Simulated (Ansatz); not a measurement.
# Mo2N(OH)2 MXene monolayer in a perpendicular field, part 3 of 4

What dipole does a perpendicular field induce in the Mo2N(OH)2 MXene monolayer? A positive field points along +c.

Ansatz 0.2.0; plane-wave DFT, PBEsol-D3(BJ), Ansatz PAW (set soft_1); PAW set soft_1 (the session's first sound run).

So far. Step 8 (Single point, field -0.25 V/Å): The dipole is -0.123 e·Å. Step 9 (Response, atoms held): The induced dipole is that of a conductor 13.17 Å thick.

## 10. Field on, atoms free, field 0.1 V/Å

This step: plane-wave DFT, PBEsol-D3(BJ), Ansatz PAW (set soft_1); PAW set soft_1 (Ansatz 0.2.0).

Now the atoms may follow the field. A weak field makes forces of meV/Å to tens of meV/Å, so the force tolerance is set well below the usual one.

input.yaml

```yaml
crystal:
  lattice:
    - [2.7759165891, 0.0, 0.0]
    - [-1.3879582946, 2.404014285, 0.0]
    - [0.0, 0.0, 25.6745924328]
  atoms:
    - { symbol: H, position: [0.3333333333, 0.6666666667, 0.3505411049] }
    - { symbol: O, position: [0.3333333333, 0.6666666667, 0.3888334296] }
    - { symbol: Mo, position: [0.6666666667, 0.3333333333, 0.4439513979] }
    - { symbol: "N", position: [0.0, 0.0, 0.5] }
    - { symbol: Mo, position: [0.3333333333, 0.6666666667, 0.5560486021] }
    - { symbol: O, position: [0.6666666667, 0.3333333333, 0.6111665704] }
    - { symbol: H, position: [0.6666666667, 0.3333333333, 0.6494588951] }
kpoints:
  mp_grid: { grid: [12, 12, 1] }
hamiltonian:
  xc: pbesol
  dispersion: d3bj
  pseudopotentials: { kind: paw, azcp: { folder: soft_1 }, xc_functional: pbe }
scf:
  occupations: { method: fermi_dirac, width: 0.02585 }
  convergence: { dr2_threshold: 1.0e-10 }
efield:
  axis: 3
  dipole_correction: true
  ramp_position: 0.9225
  ramp_width: 0.155
  amplitude: 0.1
relax:
  f_tol: 0.001
  max_steps: 60
output:
  write_potential: true
  write_density: true
  volumetric_format: npy
```

The run is started by

```bash
ansatz run input.yaml --threads 4 --pin off --max-ram 6144MiB --backend cpu --events-out ev --progress --plain --runs-dir out
```

Numbers of over 12 decimals in the logs are rounded to 6 here.

The program printed:

```text
[...]
Crystal: 7 atoms, lattice volume = 171.335 Å³
Basis set: ecut = 420 eV, 3361 PW (Γ), exchange–correlation on 40×40×360 points (8 copies of the dense FFT grid, shifted against one another)
Bands: 31, of which v1, the nominal top of the filled ones, is band 24 counted from 1 (23 counted from 0)
Symmetry: 6 space group operations
k-points: 19 of 144 (time reversal used)
[...]
SCF iter   1: F=—  HF=-11334.741578 eV  |F-HF|=—  |Δ(HF+E_count)|=         —  Δρ=1.11e-1  dr2=2.67e1  ethr=3.10e-3  p=0.032 e·Å  D=3.41e-2 V/Å  ΔV_dip=-0.87 eV  dr2_dipole=3.80e-4  V_vac-E_F(+/−)=5.88/4.65 eV  ⟨swp⟩=9.6  Hψ=3192  notcnv=0
[...]
SCF iter  22: F=-11327.693343 eV  HF=-11327.693343 eV  |F-HF|=3.09e-11  |Δ(HF+E_count)|=  3.60e-10  Δρ=9.93e-8  dr2=3.37e-11  ethr=1.00e-12  p=0.050 e·Å  D=5.27e-2 V/Å  ΔV_dip=-1.35 eV  dr2_dipole=1.37e-12  V_vac-E_F(+/−)=2.98/2.23 eV  ⟨swp⟩=6.9  Hψ=3471  notcnv=0
[...]
SCF 1 converged in 22 iterations: F = -11327.693343 eV  dr2 = 3.37e-11
[...]
relax step   1: F+E_penalty+E_count = -11327.69334263 eV  Δ(F+E_penalty+E_count) = +0.000e0 eV  max|allowed force component| = 2.860e-2 eV/Å  Δτ_max = 0.0000 Å  (22 SCF iters, accepted)
[...]
SCF iter   9: F=-11327.693369 eV  HF=-11327.693369 eV  |F-HF|=1.31e-10  |Δ(HF+E_count)|=  2.40e-10  Δρ=1.04e-7  dr2=7.25e-11  ethr=1.00e-12  p=0.050 e·Å  D=5.30e-2 V/Å  ΔV_dip=-1.36 eV  dr2_dipole=2.18e-12  V_vac-E_F(+/−)=2.98/2.23 eV  ⟨swp⟩=8.4  Hψ=3291  notcnv=0
[...]
SCF 2 converged in 9 iterations: F = -11327.693369 eV  dr2 = 7.25e-11
relax step   2: F+E_penalty+E_count = -11327.69336945 eV  Δ(F+E_penalty+E_count) = -2.682e-5 eV  max|allowed force component| = 9.833e-3 eV/Å  Δτ_max = 0.0013 Å  (9 SCF iters, accepted)
SCF iter   1: F=—  HF=-11327.693381 eV  |F-HF|=—  |Δ(HF+E_count)|=         —  Δρ=4.18e-5  dr2=1.33e-5  ethr=6.05e-8  p=0.050 e·Å  D=5.30e-2 V/Å  ΔV_dip=-1.36 eV  dr2_dipole=1.67e-6  V_vac-E_F(+/−)=2.98/2.23 eV  ⟨swp⟩=2.3  Hψ=1197  notcnv=0  defer=24
[...]
SCF iter  10: F=-11327.693374 eV  HF=-11327.693374 eV  |F-HF|=5.46e-12  |Δ(HF+E_count)|=  1.82e-12  Δρ=2.71e-8  dr2=8.82e-12  ethr=1.00e-12  p=0.050 e·Å  D=5.31e-2 V/Å  ΔV_dip=-1.36 eV  dr2_dipole=1.55e-12  V_vac-E_F(+/−)=2.97/2.23 eV  ⟨swp⟩=7.4  Hψ=3027  notcnv=0
[...]
SCF 3 converged in 10 iterations: F = -11327.693374 eV  dr2 = 8.82e-12
relax step   3: F+E_penalty+E_count = -11327.69337397 eV  Δ(F+E_penalty+E_count) = -4.518e-6 eV  max|allowed force component| = 4.310e-3 eV/Å  Δτ_max = 0.0002 Å  (10 SCF iters, accepted)
SCF iter   1: F=—  HF=-11327.693380 eV  |F-HF|=—  |Δ(HF+E_count)|=         —  Δρ=2.03e-5  dr2=3.52e-6  ethr=9.42e-8  p=0.050 e·Å  D=5.31e-2 V/Å  ΔV_dip=-1.36 eV  dr2_dipole=4.14e-7  V_vac-E_F(+/−)=2.97/2.23 eV  ⟨swp⟩=1.2  Hψ=896  notcnv=0  defer=24
[...]
SCF iter   7: F=-11327.693375 eV  HF=-11327.693375 eV  |F-HF|=5.82e-11  |Δ(HF+E_count)|=  1.13e-10  Δρ=1.07e-7  dr2=2.62e-11  ethr=1.00e-12  p=0.050 e·Å  D=5.32e-2 V/Å  ΔV_dip=-1.36 eV  dr2_dipole=1.63e-11  V_vac-E_F(+/−)=2.97/2.23 eV  ⟨swp⟩=8.2  Hψ=3312  notcnv=0
[...]
SCF 4 converged in 7 iterations: F = -11327.693375 eV  dr2 = 2.62e-11
relax step   4: F+E_penalty+E_count = -11327.69337458 eV  Δ(F+E_penalty+E_count) = -6.118e-7 eV  max|allowed force component| = 3.415e-4 eV/Å  Δτ_max = 0.0002 Å  (7 SCF iters, accepted)
[...]
the band table was solved once a step of the walk had ended and its energy, with any forces and stress, was formed, with the checks that follow a solve (3463 applications of the Hamiltonian). They found nothing against the state; the energy, forces and stress were not computed again (output.eigenvalues in the input reference)
[...]
SCF converged after 7 iterations
Free energy (F): -11327.693375 eV
[...]
Internal energy: -11327.685342 eV  (E = F + TS)
E sigma→0 (E₀):  -11327.689358 eV
Entropy (-TS):   -0.008033 eV (-1.148 meV/atom)
Fermi energy:    3.797058 eV
Dipole field:    D = 0.053160 V/Å  (p = 0.050335 e·Å, saw-weighted, corrected)
Work function:   not extracted (applied field tilts the vacuum); planar V_es + V_field profile in the machine report
[...]
--- Forces (eV/Å), atoms counted from 1 ---
  atom   1  H      0.00000000     0.00000000     0.00020445
  atom   2  O      0.00000000     0.00000000    -0.00034030
  atom   3  Mo    -0.00000000     0.00000000    -0.00005608
  atom   4  N     -0.00000000     0.00000000     0.00010014
  atom   5  Mo    -0.00000000    -0.00000000    -0.00010011
  atom   6  O      0.00000000    -0.00000000    -0.00011605
  atom   7  H      0.00000000    -0.00000000     0.00031645
  max |Σ_I F_I| component: 8.50e-6 eV/Å
--- Band table (eV; the first three rows and the last of 19) ---
  k-point 0: bands = [... 20 lower, 0.3423, 2.2694, 2.3651, 2.3651, 3.4340, 3.4340, 3.6036, 3.6470, ... 3 higher]
  k-point 1: bands = [... 20 lower, 0.1770, 1.9531, 2.5079, 2.5295, 3.2873, 3.5817, 3.7163, 3.8149, ... 3 higher]
  k-point 2: bands = [... 20 lower, 0.2103, 1.4726, 2.6696, 3.0171, 3.0230, 3.9790, 4.1143, 4.3108, ... 3 higher]
  k-point 18: bands = [... 20 lower, 2.6522, 3.2214, 3.2236, 3.5553, 4.8630, 4.8664, 6.5683, 6.5719, ... 3 higher]
--- Relaxed structure (4 steps of the walk, 4 accepted, 0 SCFs on fresh bases) ---
  F+E_penalty+E_count = -11327.69337458 eV   max|allowed force component| = 3.415e-4 eV/Å
  atoms:
    - { symbol: H, position: [0.333333, 0.666667, 0.350574] }
    - { symbol: O, position: [0.333333, 0.666667, 0.388882] }
    - { symbol: Mo, position: [0.666667, 0.333333, 0.443954] }
    - { symbol: N, position: [0, 0, 0.500015] }
    - { symbol: Mo, position: [0.333333, 0.666667, 0.555997] }
    - { symbol: O, position: [0.666667, 0.333333, 0.611147] }
    - { symbol: H, position: [0.666667, 0.333333, 0.649431] }
```

Wall time 11 s (4 threads of Arm Neoverse V2, shared host); peak memory 0.46 GiB.

Hardly anything moved in the relaxation; the energy changed by under 0.2 meV an atom.

This step gave:

```
energy at zero smearing : -11327.6894 eV
dipole along the normal : 0.05034 e·Å
```

The relaxation took 4 steps and lowered the energy by 3.2e-5 eV; the largest force on the free atoms ends at 3.4e-4 eV/Å.

The dipole is 0.0503 e·Å.

## 11. Relaxing in the field, field -0.1 V/Å

The opposite sign, again from the field-free geometry; the difference of the two cancels what relaxes without a field.

input.yaml: that of step 10 with these lines changed.

```diff
@@ -27,3 +27,3 @@
   ramp_width: 0.155
-  amplitude: 0.1
+  amplitude: -0.1
 relax:
```

The program printed:

```text
[...]
Crystal: 7 atoms, lattice volume = 171.335 Å³
Basis set: ecut = 420 eV, 3361 PW (Γ), exchange–correlation on 40×40×360 points (8 copies of the dense FFT grid, shifted against one another)
Bands: 31, of which v1, the nominal top of the filled ones, is band 24 counted from 1 (23 counted from 0)
Symmetry: 6 space group operations
k-points: 19 of 144 (time reversal used)
[...]
atoms:
    - { symbol: H, position: [0.333333, 0.666667, 0.350569] }
    - { symbol: O, position: [0.333333, 0.666667, 0.388853] }
    - { symbol: Mo, position: [0.666667, 0.333333, 0.444003] }
    - { symbol: N, position: [0, 0, 0.499985] }
    - { symbol: Mo, position: [0.333333, 0.666667, 0.556046] }
    - { symbol: O, position: [0.666667, 0.333333, 0.611118] }
    - { symbol: H, position: [0.666667, 0.333333, 0.649426] }
[key lines of the parts left out:]
SCF converged after 7 iterations
Free energy (F): -11327.693375 eV
Fermi energy:    3.797058 eV
Dipole field:    D = -0.053161 V/Å  (p = -0.050336 e·Å, saw-weighted, corrected)
```

The job ended after 11 s (4 threads; peak memory 0.46 GiB).

No atom moved by 0.005 Å in the relaxation.

Numbers from this step:

```
dipole along the normal : -0.05034 e·Å
```

The relaxation took 4 steps and lowered the energy by 3.2e-5 eV; the largest force on the free atoms ends at 3.4e-4 eV/Å.

The dipole is -0.0503 e·Å.

## 12. Response, atoms relaxed

This step: plane-wave DFT, PBEsol-D3(BJ), Ansatz PAW (set soft_1); response to a field along the normal, atoms relaxed; PAW set soft_1 (Ansatz 0.2.0).

The same analysis on the two relaxed runs holds the ionic part too; their mesh is coarser, so small differences from the held value can come from that.

Numbers from this step:

| Item | Value |
| --- | --- |
| equivalent conductor thickness p/(ε₀AE) | 13.65 Å |
| distance between the outer atoms | 7.673 Å |

Table of dipole of the cell by applied field:

```csv
applied field (V/Å),dipole of the cell (e·Å)
-0.1000,-0.0503
0.1000,0.0503
```

Local field over the applied field, running mean. From the potentials at -0.1 and 0.1 V/Å; running mean over 2.5 Å. The local field over applied field by z:

z (Å), local field over applied field and a bar from the least value:
```
        5      0.903 #############################
        6      0.716 ########################
        7      0.351 ###############
        8     -0.043 #####
        9     -0.246 
       10     -0.156 ##
       11      0.034 #######
       12      0.023 #######
       13     -0.057 #####
       14      0.040 #######
       15      0.001 ######
       16     -0.241 
       17     -0.194 #
       18      0.060 ########
       19      0.488 ###################
       20      0.795 ##########################
       21      0.934 ##############################
```

The induced electron density oscillates, so the rows of the table below give means over windows of 3 Å about each position, cut where the curve ends. Its maxima inside the range that stand out by 2 % of the span (Å: e/Å³ per V/Å): 7.6: 0.00318, 10.8: 0.0153, 13.8: 0.0160, 16.0: 0.00561. Its minima: 9.7: -0.00561, 11.8: -0.0160, 14.8: -0.0153, 18.1: -0.00318.

Electrons, planar mean, per unit field. Induced electron density against z; means over each step:

```csv
z (Å),induced electron density (e/Å³ per V/Å)
5.64,0.00120
8.64,-2.4e-4
11.64,4.6e-4
14.64,1.5e-4
17.64,-8.8e-4
20.64,-8.6e-4
```

The induced dipole is that of a conductor 13.65 Å thick.

## 13. With spin-orbit coupling, k-mesh 12×12×1

This step: plane-wave DFT, PBE, fully relativistic PAW with spin-orbit coupling; PAW set soft_1 (Ansatz 0.2.0).

Heavy atoms split their bands by spin-orbit coupling, so this run uses fully relativistic files and two-component states.

input.yaml, the sections that differ from step 11:

```yaml
kpoints:
  mp_grid: { grid: [12, 12, 1] }
  band_path: { path: [[0, 0, 0], [0.12, 0, 0]], npoints: 24 }
hamiltonian:
  xc: pbe
  pseudopotentials: { kind: paw_fr, azcp: { folder: soft_1 } }
magnetization:
  noncollinear: true
  spin_orbit: true
scf:
  occupations: { method: fermi_dirac, width: 0.02585 }
  convergence: { dr2_threshold: 1.0e-09 }
efield:
  axis: 3
  dipole_correction: true
  ramp_position: 0.97
  ramp_width: 0.06
  amplitude: 0
# crystal, output: as in step 11
# relax: removed
```

The program printed:

```text
[...]
non-collinear run that drives no moment, with spin-orbit: no starting moment large enough to seed its density (crystal.atoms[].spin), no starting occupations that ask for one, no magnetisation constraint and no magnetic field, so the semilocal B_xc is pinned to zero
Crystal: 7 atoms, lattice volume = 171.335 Å³
Basis set: ecut = 420 eV, 3361 PW (Γ)
Bands: 62, of which v1, the nominal top of the filled ones, is band 47 counted from 1 (46 counted from 0)
Symmetry: 6 space group operations + 6 with time reversal
k-points: 19 of 144 (time reversal used)
Projection manifold: j_resolved (fully-relativistic pseudo-atomic orbitals)
[...]
SCF iter   1: F=—  HF=-11471.764247 eV  |F-HF|=—  |Δ(HF+E_count)|=         —  Δρ=1.16e-1  dr2=2.84e1  dr2_m=0.00e0 (ungated)  ethr=3.10e-3  |M|=0.00e0 ∫|m|=0.00e0 μB  |m|>n=0.0e0 m-floor=0.0e0 τ_xc=0.0e0  β_m=1.00  p=0.000 e·Å  D=8.75e-14 V/Å  ΔV_dip=-0.00 eV  dr2_dipole=4.86e-8  V_vac-E_F(+/−)=5.21/5.21 eV  ⟨swp⟩=9.2  Hψ=7196  notcnv=0  defer=20
[...]
spin=Noncollinear: LDOS preconditioning applied to the charge; magnetization (m_x, m_y, m_z) channels mix plain (no charge-response kernel on spin).
SCF iter   2: F=—  HF=-11509.171243 eV  |F-HF|=—  |Δ(HF+E_count)|=    3.74e1  Δρ=2.38e-1  dr2=1.81e3  dr2_m=0.00e0 (ungated)  ethr=3.10e-3  |M|=0.00e0 ∫|m|=0.00e0 μB  |m|>n=0.0e0 m-floor=0.0e0 τ_xc=0.0e0  β_m=0.26  p=0.000 e·Å  D=1.23e-4 V/Å  ΔV_dip=-0.00 eV  dr2_dipole=2.63e-5  V_vac-E_F(+/−)=-4.26/-4.25 eV  ⟨swp⟩=17.6  Hψ=12267  notcnv=0  defer=144  recentre
[...]
SCF iter  20: F=-11464.376230 eV  HF=-11464.376230 eV  |F-HF|=8.55e-11  |Δ(HF+E_count)|=   1.35e-9  Δρ=2.97e-7  dr2=2.52e-10  dr2_m=0.00e0 (ungated)  ethr=2.13e-12  |M|=0.00e0 ∫|m|=0.00e0 μB  |m|>n=0.0e0 m-floor=0.0e0 τ_xc=0.0e0  p=0.000 e·Å  D=5.74e-7 V/Å  ΔV_dip=-0.00 eV  dr2_dipole=1.35e-11  V_vac-E_F(+/−)=2.55/2.55 eV  ⟨swp⟩=19.7  Hψ=6097  notcnv=0
SCF 1 converged in 20 iterations: F = -11464.376230 eV  dr2 = 2.52e-10
[...]
SCF converged after 20 iterations
Magnetization: |M| = 0.0000 μB,  M = (+0.0000, +0.0000, +0.0000) μB
Absolute magnetization: 0.0000 μB (∫|m|)
  site 0: m = (+0.0000, +0.0000, +0.0000) μB, |m| = 0.0000 μB  (R = 0.41 Å)
  site 1: m = (+0.0000, +0.0000, +0.0000) μB, |m| = 0.0000 μB  (R = 0.41 Å)
  site 2: m = (+0.0000, +0.0000, +0.0000) μB, |m| = 0.0000 μB  (R = 0.88 Å)
  site 3: m = (+0.0000, +0.0000, +0.0000) μB, |m| = 0.0000 μB  (R = 0.89 Å)
  site 4: m = (+0.0000, +0.0000, +0.0000) μB, |m| = 0.0000 μB  (R = 0.88 Å)
  site 5: m = (+0.0000, +0.0000, +0.0000) μB, |m| = 0.0000 μB  (R = 0.41 Å)
  site 6: m = (+0.0000, +0.0000, +0.0000) μB, |m| = 0.0000 μB  (R = 0.41 Å)
Free energy (F): -11464.376230 eV
[...]
Internal energy: -11464.367927 eV  (E = F + TS)
E sigma→0 (E₀):  -11464.372079 eV
Entropy (-TS):   -0.008303 eV (-1.186 meV/atom)
Fermi energy:    3.890189 eV
Dipole field:    D = 0.000006 V/Å  (p = 0.000006 e·Å, saw-weighted, corrected)
Work function:   Φ+ = 2.5453 eV   Φ− = 2.5455 eV
[...]
--- Band table (eV; the first three rows and the last of 19) ---
  k-point 0: bands = [... 43 lower, 2.3627, 2.3980, 2.3980, 2.5257, 2.5257, 3.5005, 3.5005, 3.5522, ... 11 higher]
  k-point 1: bands = [... 43 lower, 2.0464, 2.5775, 2.5775, 2.6519, 2.6519, 3.3825, 3.3825, 3.6721, ... 11 higher]
  k-point 2: bands = [... 43 lower, 1.5738, 2.7584, 2.7584, 3.0839, 3.0839, 3.1564, 3.1564, 4.0614, ... 11 higher]
  k-point 18: bands = [... 43 lower, 3.2559, 3.3616, 3.3616, 3.6466, 3.6466, 4.9385, 4.9385, 4.9544, ... 11 higher]
```

Run time: 40 s. Hardware: 4 threads; peak memory 1.2 GiB.

This step gave:

* energy at zero smearing: -11464.3721 eV
* work function, upper face: 2.545 eV
* dipole along the normal: 5.61e-6 e·Å

The electronic bands at the labelled points (eV, zero at the Fermi level):

```csv
point,band 49,band 50,band 51,band 52,band 53,band 54,band 55,band 56
Γ,-0.39,-0.39,-0.34,-0.34,-0.18,-0.18,-0.15,-0.15
halfway,-0.44,-0.44,-0.28,-0.28,-0.11,-0.11,-0.07,-0.07
end,-0.63,-0.63,-0.07,-0.07,0.07,0.07,0.21,0.21
```

The work function of the upper face is 2.55 eV.

## 14. With spin-orbit coupling, k-mesh 12×12×1, field 0.3 V/Å

The same in a field along the normal.

input.yaml: that of step 13 with these lines changed.

```diff
@@ -28,5 +28,5 @@
   dipole_correction: true
-  ramp_position: 0.97
-  ramp_width: 0.06
-  amplitude: 0
+  ramp_position: 0.9197
+  ramp_width: 0.1606
+  amplitude: 0.3
 output:
```

The program printed:

```text
[...]
Crystal: 7 atoms, lattice volume = 171.335 Å³
Basis set: ecut = 420 eV, 3361 PW (Γ)
Bands: 62, of which v1, the nominal top of the filled ones, is band 47 counted from 1 (46 counted from 0)
Symmetry: 6 space group operations + 6 with time reversal
k-points: 19 of 144 (time reversal used)
[...]
k-point 0: bands = [... 43 lower, 2.3399, 2.3753, 2.3753, 2.5031, 2.5031, 3.4782, 3.4782, 3.5298, ... 11 higher]
  k-point 1: bands = [... 43 lower, 2.0235, 2.5549, 2.5549, 2.6294, 2.6294, 3.3598, 3.3601, 3.6496, ... 11 higher]
  k-point 2: bands = [... 43 lower, 1.5512, 2.7345, 2.7366, 3.0610, 3.0618, 3.1334, 3.1345, 4.0386, ... 11 higher]
  k-point 18: bands = [... 43 lower, 3.2381, 3.3345, 3.3437, 3.6220, 3.6243, 4.9123, 4.9183, 4.9281, ... 11 higher]
[key lines of the parts left out:]
SCF converged after 20 iterations
Magnetization: |M| = 0.0000 μB,  M = (+0.0000, +0.0000, +0.0000) μB
Free energy (F): -11464.398930 eV
Fermi energy:    3.868548 eV
Dipole field:    D = 0.160097 V/Å  (p = 0.151589 e·Å, saw-weighted, corrected)
```

It took 40 s on 4 threads; peak memory 1.2 GiB; 2.6 min of CPU time.

Numbers from this step:

```
energy at zero smearing : -11464.3949 eV
dipole along the normal : 0.1516 e·Å
```

The dipole is 0.152 e·Å.

[end of part 3 of 4]

[Logs are printed without paths, hosts, clocks, repeated set-up lines and the standing remarks that a program may print on its own settings, such as how far it seeks lower states.]

[Hosts, paths, dates, database ids (printed as entryN), source tags and the programs' standing remarks are cut or masked in the printed files.]

[Maps of the electrostatic potential energy from Ansatz leave out the sawtooth potential of an applied field or a dipole correction, so their vacuum need not be flat; planar profiles and work functions include it.]
